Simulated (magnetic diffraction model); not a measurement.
# Moment size from magnetic intensity in ErBi₂O₄F

Space group P4/mmm (no. 123), a = 3.6790 Å, c = 8.4130 Å.

```csv
site,atom,x,y,z
2h,Bi,1/2,1/2,0.2809
1a,Er,0,0,0
1b,F,0,0,1/2
4i,O,0,1/2,0.1689
```

This is a made-up structure (elements placed in a structure type, unrelaxed), so the numbers test the method and describe no known phase.

Only Er is taken to order (form factors of Er3+); orders and moment sizes are assumed, and not adapted to the symmetry. Radiation: neutrons of λ = 2.567 Å, 3° to 90°; isotropic B of 0.24 Å² (Bi), 0.29 Å² (Er), 0.39 Å² (F) and 0.4 Å² (O). Simulated constant-wavelength pattern: nuclear and magnetic terms add, the magnetic one as |2.695 fm × Σ f S⊥ exp(2πi Q·r) exp(−B s²)|², summed over all Q at one angle with the factor 1/(sin²θ cos θ). For collinear order S is the moment m, which repeats by lattice and centring translations R with the sign exp(−2πi k·R). Free-ion form factors, Sears's scattering lengths of 1992, no absorption; a label names one of the reflections at its angle. The strongest nuclear line in the range is 100, and lines under 0.2 are left out.

In a first state the assumed order is k = (0 0 0), collinear moments along [110], 7.6 μB on Er, with this pattern:

```tsv
2θ (°)	index	nuclear	magnetic
17.55	(0 0 1)	25.4	100.5
35.53	(0 0 2)	13.4	23.9
40.84	(1 0 0)	1.3	18.0
44.76	(1 0 1)	5.0	34.5
54.48	(0 0 3)	4.0	9.9
55.22	(1 0 2)	100.0	27.6
59.13	(1 1 0)	2.9	8.4
62.19	(1 1 1)	14.9	16.5
70.27	(1 0 3)	4.3	19.4
70.92	(1 1 2)	7.5	14.9
75.22	(0 0 4)	4.3	5.2
84.59	(1 1 3)	77.9	12.3
88.49	(2 0 0)	89.3	3.9
89.33	(1 0 4)	0.1	13.4
```

**Question.** Nearer the ordering temperature the line at 17.55° has total intensity 34.5 on the same scale, and all moments have shrunk alike. How large is the Er moment?

The nuclear part, 25.4, stays, so the magnetic part is 9.0 against 100.5. It goes as m², so m = 7.6 × √(9.0/100.5) = 2.27 μB; the value used was 2.28 μB.

[Logs are printed without paths, hosts, clocks, repeated set-up lines and the standing remarks that a program may print on its own settings, such as how far it seeks lower states.]
